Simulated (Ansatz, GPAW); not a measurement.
# Which magnetic ion is it?

A crystal has the composition LiMPO4, where M is a 3d element. A calculation (PBE+U, spin-orbit coupling in second variation, Ansatz) gives:

- S: 1
- g, averaged over the cell's ions: 2.1568, 2.1633, 2.1692
- moment in its sphere: 1.71 μB

Q: Name the magnetic ion and its oxidation state.

The crystal is LiNiPO4, space group Cmcm. The spin sits on Ni, with 6 O at 2.02 to 2.14 Å round it. With the usual charges of the other elements M must be +2. High-spin ions of that charge with S = 1 are d8 and d2, Ni and Ti; the sign of the g shift picks Ni²⁺ d⁸. Low-spin ions are left aside. The shift is positive: in a shell more than half full the orbital moment adds to the spin.

[Hosts, paths, dates, database ids (printed as entryN), source tags and the programs' standing remarks are cut or masked in the printed files.]
